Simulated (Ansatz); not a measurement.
# AlIn (built on the sites of a database entry of ScBi): from the cell to its phonons

Wanted: phonon frequencies of AlIn (built on the sites of a database entry of ScBi) and what follows from them.

Main program and level: Ansatz 0.2.0; DFT PBEsol, scalar-relativistic, plane waves, PAW.

Most raw output is cut from this account.

The structure was built from a prototype and need not be the compound's stable phase.

### Step 1. Starting point

Symmetry: Fm-3m, No. 225, cubic system. The conventional cell has a = 5.182 Å, b = 5.182 Å, c = 5.182 Å, α = 90.00°, β = 90.00°, γ = 90.00°. Nearest to Al lie 6 In at 2.59 Å. In has 6 Al at 2.59 Å nearest. Farther neighbours are not listed.

### Step 2. Rough relaxation

A rough relaxation comes first, because large forces or stress need no tight tolerances yet.

File input.yaml:

```yaml
crystal:
  lattice:
    - [0.0, 2.59081, 2.59081]
    - [2.59081, 0.0, 2.59081]
    - [2.59081, 2.59081, 0.0]
  atoms:
    - { symbol: Al, position: [0.5, 0.5, 0.5] }
    - { symbol: In, position: [0.0, 0.0, 0.0] }
kpoints:
  mp_grid: { grid: [6, 6, 6] }
hamiltonian:
  xc: pbesol
scf:
  occupations: { method: gaussian, width: 0.1 }
output:
  forces: true
  stress: true
  eigenvalues: true
relax:
  adjacent_minimum: "off"
  f_tol: 0.05
  max_steps: 80
  cell: { stress_tol: 0.5 }
```

Launch:

```sh
$ ansatz run input.yaml --threads 4 --pin off --max-ram 7168MiB --backend cpu --events-out ev --progress --plain --runs-dir out
```

Wall time 1.2 s (4 threads of Intel Xeon 6975P-C (Granite Rapids), shared host); peak memory 0.35 GiB.

Relaxation path:

| step | energy less that of the first step (eV) | largest force component (eV/Å) | pressure (GPa) | volume (Å³) |
| --- | --- | --- | --- | --- |
| 1 | 0.0000 | 0.0000 | 27.87 | 34.78 |
| 2 | -0.5800 | 0.0000 | 9.83 | 40.04 |
| 3 | -0.7193 | 0.0000 | 3.07 | 43.62 |
| 4 | -0.7434 | 0.0000 | -0.05 | 46.40 |
| 5* | -0.7521 | 0.0000 | 0.21 | 46.40 |

Relaxation steps marked * repeat the geometry before them on a plane-wave basis chosen anew for their cell, so energy and pressure can jump there.

Forces are held to the 48 operations that the run works with; a distortion that breaks them can't arise in this run.

| conventional cell, symmetrised | before | after | change |
| --- | --- | --- | --- |
| a (Å) | 5.182 | 5.704 | +10.1 % |
| b (Å) | 5.182 | 5.704 | +10.1 % |
| c (Å) | 5.182 | 5.704 | +10.1 % |
| volume (Å³/atom) | 17.39 | 23.20 | +33.4 % |

The relaxed structure:

```xyz
2
Lattice="0.0000 2.8521 2.8521 2.8521 0.0000 2.8521 2.8521 2.8521 0.0000" Properties=species:S:1:pos:R:3 pbc="T T T"
Al    2.8521    2.8521    2.8521
In    0.0000    0.0000    0.0000
```

This step gave:

* pressure: 0.2063 GPa
* volume per atom: 23.20 Å³
* gap on the k-mesh: 0 eV

In this step the volume went from 17.39 to 23.20 Å³/atom.

### Step 3. Relaxation

Harmonic phonons are second derivatives at a point where the forces vanish, and they are wanted at zero stress, so atoms and cell are relaxed first.

File input.yaml:

```yaml
crystal:
  lattice:
    - [0.0, 2.8521403005, 2.8521403005]
    - [2.8521403005, 0.0, 2.8521403005]
    - [2.8521403005, 2.8521403005, 0.0]
  atoms:
    - { symbol: Al, position: [0.5, 0.5, 0.5] }
    - { symbol: In, position: [0.0, 0.0, 0.0] }
kpoints:
  mp_grid: { grid: [12, 12, 12] }
hamiltonian:
  xc: pbesol
scf:
  occupations: { method: gaussian, width: 0.1 }
output:
  forces: true
  stress: true
  eigenvalues: true
  write_density: true
  write_potential: true
  elf: true
  volumetric_format: npy
relax:
  adjacent_minimum: "off"
  f_tol: 0.005
  max_steps: 80
  cell: { stress_tol: 0.05 }
```

Wall time 1.3 s (4 threads); peak memory 0.44 GiB.

Little changed from the start: no atom moved by 0.005 Å and no cell edge by 0.1 %.

Numbers from this step:

```yaml
pressure: 0.005730 GPa
```

Electrostatic potential energy in the ac plane of the conventional cell at fractional y = 0.000, with atoms of Al and In within 0.2 Å of it. With pseudopotentials it is smooth inside the atoms' cores, unlike the true potential.

Ten even steps from '0' (-36 eV) to '9' (10 eV), each cell a mean:
```
0048975776688610
1369986555799841
6789998778999986
8999999989999998
8899999888999998
6789986435899976
6578973001589856
8668861000388757
7668861000489757
5579984113699865
7899998667899987
8999999889999999
8899999888999998
3589997667899864
0158985665789730
0038875786688610
```
Columns run along a (5.7 Å; values clipped at the 3rd and 97th percentile), rows up along c (5.7 Å), edges of the conventional cell, whose origin can differ from the input's. Atoms in or near the plane, at fractional coordinates: Al at (0.50, 0.00), Al at (0.00, 0.50), In at (0.00, 0.00), In at (0.50, 0.50).

ELF in the ac plane of the conventional cell at fractional y = 0.000, with atoms of Al and In within 0.2 Å of it. It is the smooth field of the valence electrons, not physical close to the nuclei.

Values, 16 rows by 16 columns, each cell a mean:
```
0.02 0.11 0.26 0.33 0.57 0.70 0.37 0.17 0.22 0.18 0.61 0.66 0.43 0.28 0.19 0.04
0.17 0.24 0.26 0.33 0.49 0.62 0.56 0.37 0.33 0.48 0.63 0.56 0.40 0.28 0.26 0.19
0.28 0.28 0.28 0.31 0.36 0.49 0.62 0.70 0.71 0.67 0.56 0.41 0.32 0.29 0.28 0.28
0.43 0.42 0.37 0.29 0.27 0.36 0.49 0.57 0.58 0.53 0.42 0.30 0.26 0.32 0.40 0.43
0.68 0.62 0.49 0.34 0.29 0.31 0.33 0.33 0.33 0.33 0.32 0.29 0.30 0.41 0.56 0.66
0.58 0.61 0.60 0.49 0.37 0.28 0.26 0.26 0.25 0.26 0.27 0.32 0.42 0.56 0.63 0.61
0.17 0.30 0.61 0.62 0.42 0.28 0.24 0.11 0.08 0.17 0.26 0.33 0.53 0.67 0.48 0.18
0.37 0.17 0.58 0.68 0.43 0.28 0.17 0.02 0.00 0.08 0.25 0.33 0.58 0.71 0.33 0.22
0.22 0.18 0.61 0.66 0.43 0.28 0.19 0.04 0.02 0.11 0.26 0.33 0.57 0.70 0.37 0.17
0.33 0.48 0.63 0.56 0.40 0.28 0.26 0.19 0.17 0.24 0.26 0.33 0.49 0.62 0.56 0.37
0.71 0.67 0.56 0.41 0.32 0.29 0.28 0.28 0.28 0.28 0.28 0.31 0.36 0.49 0.62 0.70
0.58 0.53 0.42 0.30 0.26 0.32 0.40 0.43 0.43 0.42 0.37 0.29 0.27 0.36 0.49 0.57
0.33 0.33 0.32 0.29 0.30 0.41 0.56 0.66 0.68 0.62 0.49 0.34 0.29 0.31 0.33 0.33
0.25 0.26 0.27 0.32 0.42 0.56 0.63 0.61 0.58 0.61 0.60 0.49 0.37 0.28 0.26 0.26
0.08 0.17 0.26 0.33 0.53 0.67 0.48 0.18 0.17 0.30 0.61 0.62 0.42 0.28 0.24 0.11
0.00 0.08 0.25 0.33 0.58 0.71 0.33 0.22 0.37 0.17 0.58 0.68 0.43 0.28 0.17 0.02
```
Columns run along a (5.7 Å), rows up along c (5.7 Å), edges of the conventional cell, whose origin can differ from the input's. Atoms in or near the plane, at fractional coordinates: Al at (0.50, 0.00), Al at (0.00, 0.50), In at (0.00, 0.00), In at (0.50, 0.50).

Valence density in the ac plane of the conventional cell at fractional y = 0.000, with atoms of Al and In within 0.2 Å of it. It is the smooth field of the valence electrons, not physical close to the nuclei.

Ten steps, logarithmic in the rise over the least value, from '_' (0 e/Å³) to '@' (11 e/Å³), each cell a mean:
```
@@%%++::......______....::--**@@
##++--....................::==**
----....____..........____..::--
::....______........________..::
......____....::::::..______....
............--++++==::..__......
__........--++%%%%##==::......__
____....::--##@@@@%%++::......__
____....::--**@@@@%%++::......__
..........::==**##++--..........
......____..::------....____....
....________..::::....______....
::::..______..........____....::
++==::..__..................--++
%%##==::......____........--++%%
@@%%++::......______....::--##@@
```
Columns run along a (5.7 Å), rows up along c (5.7 Å), edges of the conventional cell, whose origin can differ from the input's. Atoms in or near the plane, at fractional coordinates: Al at (0.50, 0.00), Al at (0.00, 0.50), In at (0.00, 0.00), In at (0.50, 0.50).

In this step the volume went from 23.20 to 23.20 Å³/atom.

### Step 4. Tight relaxation

Phonons need a cell at rest on their own settings, so the relaxation is repeated with tight tolerances on forces and stress on the k mesh and occupations of the first response run.

input.yaml, the sections that differ from step 3:

```yaml
scf:
  occupations: { method: methfessel_paxton, width: 0.2 }
output:
  forces: true
  stress: true
  eigenvalues: true
relax:
  adjacent_minimum: "off"
  f_tol: 0.001
  max_steps: 60
  cell: { stress_tol: 0.01 }
# crystal, kpoints, hamiltonian: as in step 3
```

The job ended after 1.5 s (4 threads; peak memory 0.45 GiB).

Little changed from the start: no atom moved by 0.005 Å and no cell edge by 0.1 %.

Numbers from this step:

```yaml
pressure: 0.004571 GPa
volume_per_atom: 23.19 Å³
```

The forces vanish by symmetry and the pressure is 0.005 GPa, within the tolerances set. The cell now holds 23.19 Å³/atom.

### Step 5. Modes at Γ

The zone centre comes first: it holds the modes that light can see, as far as symmetry allows. No field response is asked, since the mesh shows no gap.

input.yaml, the sections that differ from step 4:

```yaml
crystal:
  lattice:
    - [0.0, 2.8518048579, 2.8518048579]
    - [2.8518048579, 0.0, 2.8518048579]
    - [2.8518048579, 2.8518048579, 0.0]
  atoms:
    - { symbol: Al, position: [0.5, 0.5, 0.5] }
    - { symbol: In, position: [0.0, 0.0, 0.0] }
output:
  eigenvalues: true
phonons:
  method: dfpt
# kpoints, hamiltonian, scf: as in step 4
# relax: removed
```

The job ended after 4.8 s (4 threads; peak memory 0.66 GiB; 16 s of CPU time).

Numbers from this step:

```
sum-rule residual before enforcement                    : 3.11e-5 eV/Å²
point group                                             : m-3m
highest optical mode at the zone centre (no LO-TO term) : 213.4 cm⁻¹
lowest optical zone-centre mode                         : 213.4 cm⁻¹
```

Patterns of degenerate modes are one choice out of their space. Modes at Γ, with each element's share of the kinetic energy:

| mode | frequency (cm⁻¹) | symmetry | Al % | In % |
| --- | --- | --- | --- | --- |
| 1 | 0.0 | acoustic | 19 | 81 |
| 2 | 0.0 | acoustic | 19 | 81 |
| 3 | 0.0 | acoustic | 19 | 81 |
| 4 | 213.4 | T1u | 81 | 19 |
| 5 | 213.4 | T1u | 81 | 19 |
| 6 | 213.4 | T1u | 81 | 19 |

Displacements in mode 4 (213.4 cm⁻¹), the largest set to 1:
```
Al1  0.00  0.00  1.00
In2  0.00  0.00 -0.24
```

Before it was imposed, the acoustic sum rule was missed by 3.1e-5 eV/Å². Small misses are needed for a sound result but don't prove that mesh and cutoff are converged. The lowest optical mode is real, 213 cm⁻¹.

### Step 6. The dispersion

Stability and thermal properties need the whole zone. Linear response on a 4×4×4 q mesh gives force constants as far as a supercell of that size would.

input.yaml: that of step 5 with these lines changed.

```diff
@@ -18 +18,8 @@
   method: dfpt
+  qmesh: [4, 4, 4]
+  temperatures: { t_max: 1000, t_step: 50 }
+  qpath:
+    path:
+      - [[0.0, 0.0, 0.0], [0.5, 0.0, 0.5], [0.625, 0.25, 0.625]]
+      - [[0.375, 0.375, 0.75], [0.0, 0.0, 0.0], [0.5, 0.5, 0.5], [0.5, 0.25, 0.75], [0.5, 0.0, 0.5]]
+    npoints: 10
```

The job ended after 2 min (4 threads; peak memory 2.5 GiB; 7.4 min of CPU time).

Numbers from this step:

| Item | Value |
| --- | --- |
| sum-rule residual before enforcement | 1.12e-5 eV/Å² |
| lowest frequency on the path | -58.46 cm⁻¹ |
| highest frequency on the path or at a solved wavevector | 235.6 cm⁻¹ |
| lowest mode on the q mesh (acoustic modes at Γ apart) | -55.2 cm⁻¹ |

Frequencies (cm⁻¹) solved at each irreducible wavevector; negative means imaginary. Frequencies by wavevector, by row:

| q in reciprocal lattice units | star | mode 1 | mode 2 | mode 3 | mode 4 | mode 5 | mode 6 |
| --- | --- | --- | --- | --- | --- | --- | --- |
| 0 0 0 | 1 | 0 | 0 | 0 | 213.4 | 213.4 | 213.4 |
| 0 0 0.25 | 8 | 57.7 | 57.7 | 62.3 | 191.9 | 191.9 | 194.9 |
| 0 0 -0.5 | 4 | 88.6 | 88.6 | 96.4 | 157.8 | 159.5 | 159.5 |
| 0 0.25 0.25 | 6 | -27.2 | -27.2 | 84.1 | 167.1 | 213.1 | 213.1 |
| 0 0.25 -0.5 | 24 | -32.3 | 38 | 50 | 199.5 | 200.5 | 203.9 |
| 0 0.25 -0.25 | 12 | -46.8 | 85.2 | 86.4 | 160.9 | 165.9 | 222.5 |
| 0 -0.5 -0.5 | 3 | -53.8 | -39 | -39 | 218.3 | 218.3 | 235.6 |
| 0.25 -0.5 -0.25 | 6 | -55.2 | -55.2 | 85.5 | 158.3 | 226.8 | 226.8 |

Interpolated from a 4×4×4 q mesh. Phonon branches along the path, in cm⁻¹:

| point | branch 1 | branch 2 | branch 3 | branch 4 | branch 5 | branch 6 |
| --- | --- | --- | --- | --- | --- | --- |
| Γ | 0 | 0 | 0 | 213 | 213 | 213 |
| halfway | -27 | -27 | 84 | 167 | 213 | 213 |
| X | -54 | -39 | -39 | 218 | 218 | 236 |
| halfway | -56 | -33 | -25 | 214 | 214 | 233 |
| U | -58 | 24 | 37 | 202 | 202 | 227 |
| jump to K | -58 | 24 | 37 | 202 | 202 | 227 |
| halfway | -38 | 84 | 87 | 167 | 171 | 220 |
| Γ | 0 | 0 | 0 | 213 | 213 | 213 |
| halfway | 58 | 58 | 62 | 192 | 192 | 195 |
| L | 89 | 89 | 96 | 158 | 160 | 160 |
| halfway | -13 | 20 | 91 | 164 | 202 | 203 |
| W | -55 | -55 | 86 | 158 | 227 | 227 |
| halfway | -58 | -42 | 37 | 195 | 224 | 230 |
| X | -54 | -39 | -39 | 218 | 218 | 236 |

Tetrahedra on a 20×20×20 mesh, mean over bins of 5 cm-1. Interpolated from a 4×4×4 q mesh. The phonon density of states by wavenumber; read off at these points:

| wavenumber (cm⁻¹) | phonon density of states (1/cm⁻¹/cell) |
| --- | --- |
| -58 | 0.0178 |
| -42 | 0.0213 |
| -38 | 0.0256 |
| -28 | 0.0237 |
| -18 | 0.0125 |
| -2 | 0.00912 |
| 12 | 0.00901 |
| 28 | 0.0119 |
| 42 | 0.0177 |
| 52 | 0.0202 |
| 68 | 0.0243 |
| 82 | 0.0388 |
| 88 | 0.0567 |
| 98 | 6.0e-5 |
| 112 | 0 |
| 128 | 0 |
| 138 | 0 |
| 152 | 0 |
| 168 | 0.0527 |
| 182 | 0.0330 |
| 198 | 0.0361 |
| 208 | 0.0472 |
| 212 | 0.0671 |
| 222 | 0.0505 |
| 238 | 3.0e-5 |

Phonopy on the run's constants, 17x17x17 mesh, Gaussian sigma 2.3 cm-1. Interpolated from a 4×4×4 q mesh. Partial phonon density of states against wavenumber; read off at these points; values in 1/cm⁻¹/cell:

| wavenumber (cm⁻¹) | Al | In |
| --- | --- | --- |
| -60.0 | 0.00165 | 0.00509 |
| -50.0 | 0.00559 | 0.0177 |
| -40.0 | 0.00578 | 0.0194 |
| -35.9 | 0.00685 | 0.0235 |
| -30.0 | 0.00462 | 0.0168 |
| -20.0 | 0.00322 | 0.0121 |
| -10.0 | 0.00169 | 0.00612 |
| 0.0 | 6.8e-4 | 0.00273 |
| 10.0 | 0.00113 | 0.00417 |
| 20.0 | 0.00217 | 0.00847 |
| 30.0 | 0.00245 | 0.00998 |
| 40.0 | 0.00402 | 0.0168 |
| 50.0 | 0.00353 | 0.0164 |
| 60.0 | 0.00338 | 0.0178 |
| 70.0 | 0.00280 | 0.0192 |
| 80.0 | 0.00289 | 0.0331 |
| 90.0 | 8.3e-4 | 0.0459 |
| 100.0 | 0 | 1.4e-4 |
| 110.0 | 0 | 0 |
| 120.0 | 0 | 0 |
| 130.0 | 0 | 0 |
| 140.0 | 0 | 0 |
| 150.0 | 3.8e-6 | 0 |
| 160.0 | 0.0280 | 4.9e-4 |
| 165.3 | 0.0547 | 0.00199 |
| 170.0 | 0.0355 | 0.00285 |
| 180.0 | 0.0244 | 0.00391 |
| 185.5 | 0.0315 | 0.00586 |
| 190.0 | 0.0237 | 0.005 |
| 200.0 | 0.0278 | 0.00679 |
| 210.0 | 0.0426 | 0.0113 |
| 213.7 | 0.0526 | 0.0144 |
| 220.0 | 0.0429 | 0.0126 |
| 230.0 | 0.00809 | 0.00261 |
| 240.0 | 4.5e-5 | 1.8e-5 |
| 250.0 | 0 | 0 |

Second derivatives of the energy by pair, one row for each kind of neighbour of each atom listed. Each entry sums the pair over the periodic images of the supercell that the q mesh stands for, and in a polar crystal it holds the long-range dipole part too. Force constants by pair, by row:

| atom | neighbour | distance (Å) | third of the trace (eV/Å²) | along the pair's line (eV/Å²) |
| --- | --- | --- | --- | --- |
| Al1 | itself | 0 | 3.171 | – |
| Al1 | In | 2.852 | -0.5608 | -2.167 |
| Al1 | Al | 4.033 | -0.007 | -0.0091 |
| Al1 | In | 4.939 | -0.01 | -0.0057 |
| Al1 | Al | 5.704 | 0.0993 | 0.2889 |
| Al1 | In | 6.377 | -0.0118 | -0.0214 |
| Al1 | Al | 6.985 | 0.0015 | 0.0055 |
| In2 | itself | 0 | 3.761 | – |
| In2 | Al | 2.852 | -0.5608 | -2.167 |
| In2 | In | 4.033 | -0.0296 | -0.1031 |
| In2 | Al | 4.939 | -0.01 | -0.0057 |
| In2 | In | 5.704 | 0.046 | 0.157 |
| In2 | Al | 6.377 | -0.0118 | -0.0214 |
| In2 | In | 6.985 | -0.0034 | -0.0062 |

Symmetry leaves 8 wavevectors to solve. The lowest mode among them, the acoustic zeros apart, lies at q = (0.25, -0.5, -0.25) and is imaginary, 55.2i cm⁻¹, so the energy falls along it. Between them the interpolated path dips to 58i cm⁻¹.

### Step 7. Another isotope

An isotope changes the mass and not the force constants, so no new electronic calculation is needed; the shifts show which modes move this element.

The same force constants with the mass of In changed from 114.818 to 112.904 u (phonopy, no LO-TO term). Both lists are sorted by frequency; levels can cross, so a row need not hold one and the same mode. Modes under 3 cm⁻¹ are left out. Isotope shifts, by row:

| q | rank | natural mass (cm⁻¹) | changed mass (cm⁻¹) |
| --- | --- | --- | --- |
| 0 0 0 | 4 | 213.4 | 213.7 |
| 0 0 0 | 5 | 213.4 | 213.7 |
| 0 0 0 | 6 | 213.4 | 213.7 |
| 0 0 0.25 | 1 | 57.73 | 58.14 |
| 0 0 0.25 | 2 | 57.73 | 58.14 |
| 0 0 0.25 | 3 | 62.28 | 62.72 |
| 0 0 0.25 | 4 | 191.9 | 192.2 |
| 0 0 0.25 | 5 | 191.9 | 192.2 |
| 0 0 0.25 | 6 | 194.9 | 195.1 |
| 0 0 -0.5 | 1 | 88.61 | 89.35 |
| 0 0 -0.5 | 2 | 88.61 | 89.35 |
| 0 0 -0.5 | 3 | 96.43 | 97.24 |
| 0 0 -0.5 | 4 | 157.8 | 157.8 |
| 0 0 -0.5 | 5 | 159.5 | 159.5 |
| 0 0 -0.5 | 6 | 159.5 | 159.5 |
| 0 0.25 0.25 | 1 | -27.16 | -27.34 |
| 0 0.25 0.25 | 2 | -27.16 | -27.34 |
| 0 0.25 0.25 | 3 | 84.13 | 84.79 |
| 0 0.25 0.25 | 4 | 167.1 | 167.2 |
| 0 0.25 0.25 | 5 | 213.1 | 213.5 |
| 0 0.25 0.25 | 6 | 213.1 | 213.5 |

A mode of this element alone would shift by +0.84 %. The highest zone-centre frequency without the field goes from 213.4 to 213.7 cm⁻¹ (+0.2 %). The product of the frequency ratios over all optical modes at Γ is 1.005; the product rule, (m/m′)^(3k/2) (M′/M)^(3/2) with k = 1 such atoms and M the mass of the cell, gives 1.005.

### Step 8. What came out

```yaml
space_group_after_relaxation_within_0p01_a: Fm-3m
volume_per_atom: 23.2 Å³
electronic_character: no gap on this mesh
highest_optical_mode_at_the_zone_centre_no_lo_to_term: 213 cm⁻¹
lowest_optical_zone_centre_mode: 213 cm⁻¹
lowest_mode_on_the_q_mesh_acoustic_modes_at_gamma_apart: -55.2 cm⁻¹
highest_frequency_on_the_path_or_at_a_solved_wavevector: 236 cm⁻¹
imaginary_modes_on_the_4x4x4_q_mesh: yes
```

In words: Modes are clearly imaginary (beyond 10i cm⁻¹) at 5 of the 8 irreducible wavevectors, most at q = (0.25, -0.5, -0.25) (55.2i cm⁻¹), so this structure is not a minimum of the energy. The optical modes at Γ form one degenerate level at 213 cm⁻¹. The highest mode in this list at Γ, 213.4 cm⁻¹, is mostly motion of Al (81 % of the kinetic energy). With no gap, or one that is small against the smearing, the frequencies hang on the k mesh and the smearing, most of all near Kohn anomalies. The starting cell was built on a prototype and not taken from a measurement, so the phase need not exist. These are harmonic frequencies at zero temperature: anharmonic shifts, linewidths and thermal expansion are left out.

[Logs are printed without paths, hosts, clocks, repeated set-up lines and the standing remarks that a program may print on its own settings, such as how far it seeks lower states.]

[Hosts, paths, dates, database ids (printed as entryN), source tags and the programs' standing remarks are cut or masked in the printed files.]
